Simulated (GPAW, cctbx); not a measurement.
# MgCd3S4: what bonding does to one electron reflection, worked out

MgCd3S4, P-43m (no. 215), a = 5.8615 Å, b = 5.8615 Å, c = 5.8615 Å, α = 90.00°, β = 90.00°, γ = 90.00°.

```
atom  mult.       x       y       z
 Cd1      3       0     1/2     1/2
  S1      4  0.2438  0.2438  0.2438
 Mg1      1       0       0       0
```

The cell is our own: ordered zincblende alloy in the eight-atom cube, 1 of 4 Cd sites given to Mg.

A DFT run (GPAW, PBE, 600 eV, 4×4×4 k-points, Fermi–Dirac width 0.02 eV) gives the static X-ray structure factor of 020 as 82.704 e for the conventional cell; superposed free atoms give 83.485 e. **Problem.** Find the Fourier component V of the crystal potential and the two-beam extinction distance at 80 kV in both cases.

## Step 1: Geometry

The cell volume is Ω = 201.39 Å³ and d(020) = 2.9308 Å, so g = 1/d = 0.3412 Å⁻¹.

## Step 2: The nuclei

Electrons feel nuclei as well as electrons, so the nuclear charges are summed with the same phases.

Phase sums Σ exp(2πi h·x), turned so that the total is real and positive: Cd +3.000, S -3.988, Mg +1.000. Then F_Z = 48 × (+3.000) + 16 × (-3.988) + 12 × (+1.000) = 92.19 e. The electron term has the same sign for this reflection.

## Step 3: Mott–Bethe

Poisson's equation, term by term, gives V = (e/4πε₀)(F_Z − F)/(πΩg²), with e/4πε₀ = 14.3996 V Å.

The prefactor is 14.3996 × 2.9308²/(π × 201.39) = 0.19550 V per electron. Free atoms: (92.19 − 83.485) × 0.19550 = 1.703 V. Crystal: (92.19 − 82.704) × 0.19550 = 1.855 V. F changes by -0.94 % and V by +9.0 %: the same 0.78 e is measured against F_Z − F = 8.7 e in place of F = 83.5 e.

## Step 4: Extinction distance

In the two-beam case ξ = 1/(λU) with U = 2γm₀eV/h², that is ξ = 150.41 V Å²/(γλV).

At 80 kV, λ = 0.04176 Å and γ = 1.1566. Free atoms: ξ = 1829 Å. Crystal: ξ = 1679 Å. The thickness fringes go as sin²(πt/ξ), so the two patterns slip by a quarter of a period when t|1/ξ₁ − 1/ξ₀| = 1/4, at t ≈ 510 nm. Thermal motion, absorption and many-beam coupling, left out here, change a real pattern.

## Step 5: Answer

V(020) is 1.86 V against 1.70 V, and ξ is 1679 against 1829 Å. Limits: static atoms, two beams.

[Outputs are excerpts: Python notices, other lines and further rows are left out; steps that failed or that the build refused (PBEsol, TPSS) are not shown.]

[Logs are printed without paths, hosts, clocks, repeated set-up lines and the standing remarks that a program may print on its own settings, such as how far it seeks lower states.]
